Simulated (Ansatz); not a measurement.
# N on Zr(0001): change of the work function, part 3 of 4

How does N on the fcc site change the work function of Zr(0001) as the layer fills?

Ansatz 0.2.0; plane-wave DFT, PBE, Ansatz PAW.

So far, work function, upper face (eV): step 2 (the clean slab) 4.17; step 3 (37 atoms, coverage 0.111 ML, cell 3x3) 4.19.

## (4) The covered slab, k-mesh 6×6×1, coverage 0.25 ML

System of this step: N/Zr(0001). The cell holds 17 atoms: 16 Zr and 1 N. Cell: a = 6.460 Å, b = 6.460 Å, c = 27.400 Å, α = 90.0°, β = 90.0°, γ = 60.0°. Vacuum lies along c.

Another coverage, to see how the dipoles act on each other as their distance changes.

The input, input.yaml:

```yaml
crystal:
  lattice:
    - [6.46, 0.0, 0.0]
    - [3.23, 5.5945241084, 0.0]
    - [0.0, 0.0, 27.3999886225]
  atoms:
    - { symbol: Zr, position: [0.3333333333, 0.3333333333, 0.3284672897] }
    - { symbol: Zr, position: [0.0, 0.0, 0.4223613068] }
    - { symbol: Zr, position: [0.3333333333, 0.3333333333, 0.5198892304] }
    - { symbol: Zr, position: [0.0, 0.0, 0.6089277816] }
    - { symbol: Zr, position: [0.3333333333, 0.8333333333, 0.3284672897] }
    - { symbol: Zr, position: [0.0, 0.5, 0.4223613068] }
    - { symbol: Zr, position: [0.3333333333, 0.8333333333, 0.5198892304] }
    - { symbol: Zr, position: [0.0, 0.5, 0.6089277816] }
    - { symbol: Zr, position: [0.8333333333, 0.3333333333, 0.3284672897] }
    - { symbol: Zr, position: [0.5, 0.0, 0.4223613068] }
    - { symbol: Zr, position: [0.8333333333, 0.3333333333, 0.5198892304] }
    - { symbol: Zr, position: [0.5, 0.0, 0.6089277816] }
    - { symbol: Zr, position: [0.8333333333, 0.8333333333, 0.3284672897] }
    - { symbol: Zr, position: [0.5, 0.5, 0.4223613068] }
    - { symbol: Zr, position: [0.8333333333, 0.8333333333, 0.5198892304] }
    - { symbol: Zr, position: [0.5, 0.5, 0.6089277816] }
    - { symbol: "N", position: [0.1666666667, 0.1666666667, 0.6715327103] }
kpoints:
  mp_grid: { grid: [6, 6, 1] }
hamiltonian:
  xc: pbe
scf:
  occupations: { method: fermi_dirac, width: 0.1 }
  convergence: { dr2_threshold: 1.0e-08 }
efield:
  axis: 3
  dipole_correction: true
  ramp_position: 0.97
  ramp_width: 0.06
relax:
  f_tol: 0.02
  max_steps: 60
  constraints: [{ sites: [0, 1, 4, 5, 8, 9, 12, 13] }]
output:
  dos: { projected: true, e_range: [-8, 4] }
  write_potential: true
  write_density: true
  volumetric_format: npy
  elf: true
```

Run with:

```bash
> ansatz run input.yaml --threads 4 --pin off --max-ram 16384MiB --backend cpu --events-out ev --progress --plain --runs-dir out
```

The program printed:

```text
[...]
Crystal: 17 atoms, lattice volume = 990.253 Å³
Basis set: ecut = 420 eV, 19411 PW (Γ), exchange–correlation on 90×90×384 points (8 copies of the dense FFT grid, shifted against one another)
Bands: 119, of which v1, the nominal top of the filled ones, is band 99 counted from 1 (98 counted from 0)
Symmetry: 6 space group operations
[...]
k-points: 7 of 36 (time reversal used)
[...]
SCF iter   1: F=—  HF=-67318.248188 eV  |F-HF|=—  |Δ(HF+E_count)|=         —  Δρ=5.89e-3  dr2=5.09e0  ethr=1.77e-3  p=-0.264 e·Å  D=-4.83e-2 V/Å  ΔV_dip=1.32 eV  dr2_dipole=1.20e0  V_vac-E_F(+/−)=5.39/4.07 eV  ⟨swp⟩=9.6  Hψ=4027  notcnv=0
[...]
SCF iter   9: F=-67318.135902 eV  HF=-67318.135902 eV  |F-HF|=5.95e-9  |Δ(HF+E_count)|=   6.70e-8  Δρ=5.30e-7  dr2=8.97e-9  ethr=5.08e-12  p=-0.237 e·Å  D=-4.34e-2 V/Å  ΔV_dip=1.19 eV  dr2_dipole=3.96e-10  V_vac-E_F(+/−)=5.36/4.17 eV  ⟨swp⟩=10.3  Hψ=6633  notcnv=0
SCF 1 converged in 9 iterations: F = -67318.135902 eV  dr2 = 8.97e-9
[...]
relax step   1: F+E_penalty+E_count = -67318.13590160 eV  Δ(F+E_penalty+E_count) = +0.000e0 eV  max|allowed force component| = 5.151e0 eV/Å  Δτ_max = 0.0000 Å  (9 SCF iters, accepted)
[...]
SCF iter  10: F=-67319.682202 eV  HF=-67319.682202 eV  |F-HF|=1.09e-9  |Δ(HF+E_count)|=   3.20e-8  Δρ=2.64e-7  dr2=1.93e-9  ethr=5.08e-12  p=-0.150 e·Å  D=-2.74e-2 V/Å  ΔV_dip=0.75 eV  dr2_dipole=4.62e-10  V_vac-E_F(+/−)=4.93/4.18 eV  ⟨swp⟩=9.9  Hψ=5974  notcnv=0
SCF 2 converged in 10 iterations: F = -67319.682202 eV  dr2 = 1.93e-9
relax step   2: F+E_penalty+E_count = -67319.68220172 eV  Δ(F+E_penalty+E_count) = -1.546e0 eV  max|allowed force component| = 4.643e0 eV/Å  Δτ_max = 0.1950 Å  (10 SCF iters, accepted)
[...]
SCF iter  10: F=-67320.708331 eV  HF=-67320.708331 eV  |F-HF|=2.82e-9  |Δ(HF+E_count)|=   1.49e-8  Δρ=3.06e-7  dr2=2.05e-9  ethr=5.08e-12  p=-0.075 e·Å  D=-1.37e-2 V/Å  ΔV_dip=0.38 eV  dr2_dipole=2.95e-10  V_vac-E_F(+/−)=4.56/4.18 eV  ⟨swp⟩=9.7  Hψ=5846  notcnv=0
SCF 3 converged in 10 iterations: F = -67320.708331 eV  dr2 = 2.05e-9
relax step   3: F+E_penalty+E_count = -67320.70833063 eV  Δ(F+E_penalty+E_count) = -1.026e0 eV  max|allowed force component| = 2.773e0 eV/Å  Δτ_max = 0.1949 Å  (10 SCF iters, accepted)
[...]
relax step   4: F+E_penalty+E_count = -67321.10125996 eV  Δ(F+E_penalty+E_count) = -3.929e-1 eV  max|allowed force component| = 6.806e-1 eV/Å  Δτ_max = 0.1999 Å  (9 SCF iters, accepted)
[...]
relax step   5: F+E_penalty+E_count = -67321.12289238 eV  Δ(F+E_penalty+E_count) = -2.163e-2 eV  max|allowed force component| = 3.366e-1 eV/Å  Δτ_max = 0.1189 Å  (10 SCF iters, accepted)
[...]
relax step   6: F+E_penalty+E_count = -67321.13024347 eV  Δ(F+E_penalty+E_count) = -7.351e-3 eV  max|allowed force component| = 4.322e-2 eV/Å  Δτ_max = 0.0221 Å  (9 SCF iters, accepted)
[...]
relax step   7: F+E_penalty+E_count = -67321.13036008 eV  Δ(F+E_penalty+E_count) = -1.166e-4 eV  max|allowed force component| = 2.877e-2 eV/Å  Δτ_max = 0.0177 Å  (8 SCF iters, accepted)
SCF iter   1: F=—  HF=-67321.131055 eV  |F-HF|=—  |Δ(HF+E_count)|=         —  Δρ=3.07e-4  dr2=2.83e-3  ethr=1.77e-5  p=-0.026 e·Å  D=-4.76e-3 V/Å  ΔV_dip=0.13 eV  dr2_dipole=5.45e-5  V_vac-E_F(+/−)=4.32/4.19 eV  ⟨swp⟩=2.0  Hψ=1311  notcnv=0
[...]
SCF iter   7: F=-67321.130708 eV  HF=-67321.130708 eV  |F-HF|=1.20e-8  |Δ(HF+E_count)|=   8.99e-9  Δρ=6.51e-7  dr2=7.82e-9  ethr=5.08e-12  p=-0.026 e·Å  D=-4.75e-3 V/Å  ΔV_dip=0.13 eV  dr2_dipole=3.30e-11  V_vac-E_F(+/−)=4.32/4.19 eV  ⟨swp⟩=8.4  Hψ=6553  notcnv=0
SCF 8 converged in 7 iterations: F = -67321.130708 eV  dr2 = 7.82e-9
relax step   8: F+E_penalty+E_count = -67321.13070784 eV  Δ(F+E_penalty+E_count) = -3.478e-4 eV  max|allowed force component| = 2.652e-3 eV/Å  Δτ_max = 0.0077 Å  (7 SCF iters, accepted)
[...]
SCF converged after 7 iterations
Free energy (F): -67321.130708 eV
[...]
Internal energy: -67320.305824 eV  (E = F + TS)
E sigma→0 (E₀):  -67320.718266 eV
Entropy (-TS):   -0.824884 eV (-48.523 meV/atom)
Fermi energy:    2.777311 eV
Dipole field:    D = -0.004751 V/Å  (p = -0.026001 e·Å, saw-weighted, corrected)
Work function:   Φ+ = 4.3182 eV   Φ− = 4.1880 eV
[...]
--- Forces (eV/Å), atoms counted from 1 ---
  atom   1  Zr     0.00431221     0.00248965     0.44472356
  atom   2  Zr    -0.03954078    -0.02282888    -0.40052320
  atom   3  Zr     0.00013537     0.00007816     0.00092852
  atom   4  Zr     0.00012118     0.00006996    -0.00098349
  atom   5  Zr     0.00000000    -0.00497931     0.44472356
  atom   6  Zr    -0.00000000     0.04565776    -0.40052320
  atom   7  Zr     0.00000000    -0.00015631     0.00092852
  atom   8  Zr    -0.00000000    -0.00013993    -0.00098349
  atom   9  Zr    -0.00431221     0.00248965     0.44472356
  atom  10  Zr     0.03954078    -0.02282888    -0.40052320
  atom  11  Zr    -0.00013537     0.00007816     0.00092852
  atom  12  Zr    -0.00012118     0.00006996    -0.00098349
  atom  13  Zr     0.00000000     0.00000000     0.45819861
  atom  14  Zr    -0.00000000     0.00000000    -0.58645457
  atom  15  Zr     0.00000000    -0.00000000    -0.00265237
  atom  16  Zr    -0.00000000     0.00000000    -0.00161714
  atom  17  N      0.00000000    -0.00000000     0.00004541
  max |Σ_I F_I| component: 4.39e-5 eV/Å
--- Band table (eV; the first three rows and the last of 7) ---
  k-point 0: bands = [... 95 lower, 2.9587, 2.9736, 3.2647, 3.3365, 3.5548, 3.5548, 3.5702, 3.6484, ... 16 higher]
  k-point 1: bands = [... 95 lower, 2.9196, 2.9646, 3.0695, 3.1913, 3.2971, 3.3108, 3.3852, 3.4428, ... 16 higher]
  k-point 2: bands = [... 95 lower, 2.7170, 2.7322, 2.7948, 2.8807, 2.8845, 2.9314, 3.0295, 3.0959, ... 16 higher]
  k-point 6: bands = [... 95 lower, 2.2246, 2.3461, 2.4247, 2.4660, 2.4796, 2.5389, 2.7181, 2.8367, ... 16 higher]
--- Relaxed structure (8 steps of the walk, 8 accepted, 0 SCFs on fresh bases) ---
  F+E_penalty+E_count = -67321.13070784 eV   max|allowed force component| = 2.652e-3 eV/Å
  atoms:
    - { symbol: Zr, position: [0.333333, 0.333333, 0.3284672897] }
    - { symbol: Zr, position: [2.666712e-17, 2.666712e-17, 0.422361] }
    - { symbol: Zr, position: [0.332096, 0.332096, 0.518942] }
    - { symbol: Zr, position: [0.00270554, 0.00270554, 0.613774] }
    - { symbol: Zr, position: [0.333333, 0.833333, 0.3284672897] }
    - { symbol: Zr, position: [5.551115e-17, 0.500000, 0.422361] }
    - { symbol: Zr, position: [0.332096, 0.835809, 0.518942] }
    - { symbol: Zr, position: [0.00270554, 0.494589, 0.613774] }
    - { symbol: Zr, position: [0.833333, 0.333333, 0.3284672897] }
    - { symbol: Zr, position: [0.5, 2.666712e-17, 0.422361] }
    - { symbol: Zr, position: [0.835809, 0.332096, 0.518942] }
    - { symbol: Zr, position: [0.494589, 0.00270554, 0.613774] }
    - { symbol: Zr, position: [0.833333, 0.833333, 0.3284672897] }
    - { symbol: Zr, position: [0.500000, 0.500000, 0.422361] }
    - { symbol: Zr, position: [0.833333, 0.833333, 0.518484] }
    - { symbol: Zr, position: [0.500000, 0.500000, 0.606306] }
    - { symbol: N, position: [0.166667, 0.166667, 0.646048] }
```

The job ended after 2.7 min (4 threads of Arm Neoverse V2, shared host; peak memory 2.8 GiB; 11 min of CPU time).

Step by step:

```
step  energy less that of the first step (eV)  largest force component (eV/Å)
   1                                   0.0000                          5.1510
   2                                  -1.5463                          4.6428
   3                                  -2.5724                          2.7729
   4                                  -2.9654                          0.6805
   5                                  -2.9870                          0.3366
   6                                  -2.9943                          0.0432
   7                                  -2.9945                          0.0288
   8                                  -2.9948                          0.0027
```

Forces are held to the 6 operations that the program found; a distortion that breaks them can't arise in this run.

The atoms that moved most (Å):

| atom | dx | dy | dz | length |
| --- | --- | --- | --- | --- |
| N17 | 0.000 | 0.000 | -0.698 | 0.698 |
| Zr8 | 0.000 | -0.030 | 0.133 | 0.136 |
| Zr12 | -0.026 | 0.015 | 0.133 | 0.136 |
| Zr4 | 0.026 | 0.015 | 0.133 | 0.136 |
| Zr16 | 0.000 | 0.000 | -0.072 | 0.072 |
| Zr15 | 0.000 | 0.000 | -0.038 | 0.038 |
| Zr11 | 0.012 | -0.007 | -0.026 | 0.029 |
| Zr7 | 0.000 | 0.014 | -0.026 | 0.029 |

The relaxed structure:

```cif
data_structure
_symmetry_space_group_name_H-M 'P 1'
_symmetry_Int_Tables_number 1
_cell_length_a 6.4600
_cell_length_b 6.4600
_cell_length_c 27.4000
_cell_angle_alpha 90.000
_cell_angle_beta 90.000
_cell_angle_gamma 60.000
_cell_volume 990.25
loop_
_atom_site_label
_atom_site_type_symbol
_atom_site_fract_x
_atom_site_fract_y
_atom_site_fract_z
_atom_site_occupancy
Zr1 Zr 0.33333 0.33333 0.32847 1
Zr2 Zr 0.00000 0.00000 0.42236 1
Zr3 Zr 0.33210 0.33210 0.51894 1
Zr4 Zr 0.00271 0.00271 0.61377 1
Zr5 Zr 0.33333 0.83333 0.32847 1
Zr6 Zr 0.00000 0.50000 0.42236 1
Zr7 Zr 0.33210 0.83581 0.51894 1
Zr8 Zr 0.00271 0.49459 0.61377 1
Zr9 Zr 0.83333 0.33333 0.32847 1
Zr10 Zr 0.50000 0.00000 0.42236 1
Zr11 Zr 0.83581 0.33210 0.51894 1
Zr12 Zr 0.49459 0.00271 0.61377 1
Zr13 Zr 0.83333 0.83333 0.32847 1
Zr14 Zr 0.50000 0.50000 0.42236 1
Zr15 Zr 0.83333 0.83333 0.51848 1
Zr16 Zr 0.50000 0.50000 0.60631 1
N17 N 0.16667 0.16667 0.64605 1
```

Numbers from this step:

```
energy at zero smearing        : -67320.7183 eV
work function, upper face      : 4.318 eV
work function, lower face      : 4.188 eV
dipole along the normal        : -0.02600 e·Å
step between the vacuum levels : 0.1302 eV
```

The density of states has structure finer than the step of the table below, so its rows give means over 0.2 eV. Peaks (eV: height): -0.81: 32.5, -0.69: 41.0, 0.09: 37.8, 0.33: 41.4, 0.54: 33.7, 0.75: 33.6, 0.90: 46.2.

Table of density of states by energy, zero at the Fermi level; means over each step:

energy (eV), density of states (states/eV a cell) and a bar:
```
     -5.4        0.0 
     -5.2        0.1 
     -5.0        1.1 #
     -4.8        1.2 #
     -4.6        1.5 ##
     -4.4        2.0 ##
     -4.2        6.8 #######
     -4.0        4.5 #####
     -3.8        8.4 #########
     -3.6       13.1 ##############
     -3.4        8.6 #########
     -3.2        7.7 ########
     -3.0        7.7 ########
     -2.8        4.6 #####
     -2.6       16.0 #################
     -2.4       13.4 ##############
     -2.2       18.9 ###################
     -2.0       17.8 ##################
     -1.8       22.2 #######################
     -1.6       16.3 #################
     -1.4       19.3 ####################
     -1.2       16.7 #################
     -1.0       21.6 ######################
     -0.8       22.2 #######################
     -0.6       22.6 #######################
     -0.4       16.0 ################
     -0.2       22.0 #######################
      0.0       25.7 ###########################
      0.2       25.9 ###########################
      0.4       28.7 ##############################
      0.6       26.7 ############################
      0.8       28.0 #############################
      1.0       29.0 ##############################
```

Projected DOS per atom over height of the atomic layer and energy from the Fermi level. Layers: Zr4 Zr4 Zr4 Zr4 N from below.

Ten even steps from '0' (0.00 states/eV) to '9' (4.83 states/eV), each cell a mean:
```
33320
42220
42230
31220
33320
22220
21220
23210
22200
11100
00002
00019
00003
00000
00000
00000
00000
00000
00000
00000
00000
00000
```
Columns: height of the atomic layer (Å) from 9 to 17.7 (not evenly spaced); rows upwards: energy from the Fermi level (eV) from -7.96 to 1.15.

ELF in the ca plane at fractional y = 0.000, with atoms of Zr within 0.2 Å of it. It is the smooth field of the valence electrons, not physical close to the nuclei.

Ten even steps from '0' (0.00) to '9' (0.78), each cell a mean:
```
77526967943777787349869720000000000000000000
34423799623433334325997311100000000000000000
22332233223222222322232223321000000000000000
42245322354125521343223566531000000000000000
42245322344125521343223566431000000000000000
22332243223222222322332223321000000000000000
34423799623443344326997411100000000000000000
77526957943677787349869720000000000000000000
88537935953788898349529820000000000000000000
56525999833554567438989511100000000000000000
23322576323322224423664334310000000000000000
32243222234223422332124687531000000000000000
42255422454235531343237998631000000000000000
32243222234223422332124687531000000000000000
23322576323322224423664234310000000000000000
56525999833554567438989511100000000000000000
88537925953788898349529820000000000000000000
```
Columns run along c (16.0 Å, from fractional 0.34 to 0.92 of the cell), rows up along a (6.5 Å). Atoms in or near the plane, at fractional coordinates: Zr at (0.42, 0.00), Zr at (0.61, 0.00), Zr at (0.42, 0.50), Zr at (0.61, 0.49).

Valence density in the ca plane at fractional y = 0.000, with atoms of Zr within 0.2 Å of it. It is the smooth field of the valence electrons, not physical close to the nuclei.

Ten steps, logarithmic in the rise over the least value, from '0' (0.0 e/Å³) to '9' (3.9 e/Å³), each cell a mean:
```
33347999863333333358999731000000000000000000
43335788743334433346887521000000000000000000
44333455433345543334554321000000000000000000
54333333333346653333333221000000000000000000
54333333333346653333333221000000000000000000
44334555433345543334554321000000000000000000
43335798743334433346887521000000000000000000
33347999863333333358999731000000000000000000
33347999964333333469999741000000000000000000
33346899853333433358999632100000000000000000
44334677543344443345776532100000000000000000
54333444333345543333455543200000000000000000
64333333333356654333345553210000000000000000
54333444333345543333455543200000000000000000
43334677543334443345776532100000000000000000
33346899853333333458999632100000000000000000
33347999964333333469999741000000000000000000
```
Columns run along c (16.0 Å, from fractional 0.34 to 0.92 of the cell), rows up along a (6.5 Å). Atoms in or near the plane, at fractional coordinates: Zr at (0.42, 0.00), Zr at (0.61, 0.00), Zr at (0.42, 0.50), Zr at (0.61, 0.49).

Electrostatic potential energy in the ca plane at fractional y = 0.000, with atoms of Zr within 0.2 Å of it. With pseudopotentials it is smooth inside the atoms' cores, unlike the true potential.

Values in eV, 9 rows by 16 columns, each cell a mean:
```
  3 -12 -51 -10   3   3  -3 -46 -21   4   7   7   7   7   7   7
 -3   1  -5   2  -3  -5   2  -4   0   6   7   7   7   7   7   7
 -5   3  -1   3  -4  -7   3   0   2   6   7   7   7   7   7   7
  2  -8 -41  -6   2   2  -1 -36 -15   4   7   7   7   7   7   7
  4 -18 -62 -15   4   5  -6 -59 -31   4   7   7   7   7   7   7
  1  -4 -26  -3   0  -1   0 -26  -9   6   7   7   7   7   7   7
 -6   3   1   3  -6  -9   3   1   3   7   7   7   7   7   7   7
 -1  -1 -15   0  -1  -3   1 -15  -4   6   7   7   7   7   7   7
  4 -16 -59 -13   4   4  -5 -57 -28   4   7   7   7   7   7   7
```
Columns run along c (16.0 Å, from fractional 0.34 to 0.92 of the cell; values clipped at the 3rd and 97th percentile), rows up along a (6.5 Å). Atoms in or near the plane, at fractional coordinates: Zr at (0.42, 0.00), Zr at (0.61, 0.00), Zr at (0.42, 0.50), Zr at (0.61, 0.49).

The relaxation took 8 steps and lowered the energy by 3.0 eV; the largest force on the free atoms ends at 0.0027 eV/Å.

By hand: a sheet of dipoles makes a step −p/(ε₀A) in the electron's potential. With e/ε₀ = 180.95 V·Å, p = -0.02600 e·Å and A = 36.14 Å², that is −180.95 × (-0.02600) / 36.14 = +0.130 eV, and the two vacuum levels of the run differ by +0.130 eV.

The covered face has 4.32 eV, +0.15 eV against the clean one; the bare back face has moved by +0.01 eV, a measure of how thin the slab is.

[end of part 3 of 4]

[Long decimals in the printed logs are rounded to 6 places.]

[Logs are printed without paths, hosts, clocks, repeated set-up lines and the standing remarks that a program may print on its own settings, such as how far it seeks lower states.]

[Hosts, paths, dates, database ids (printed as entryN), source tags and the programs' standing remarks are cut or masked in the printed files.]

[Maps of the electrostatic potential energy from Ansatz leave out the sawtooth potential of an applied field or a dipole correction, so their vacuum need not be flat; planar profiles and work functions include it.]

[The density of states shown here was stored with 400 of the rows of the run's finer table, so its peaks can read low, often by over a quarter, or be missed, and its means over a window can be off by a tenth or more.]
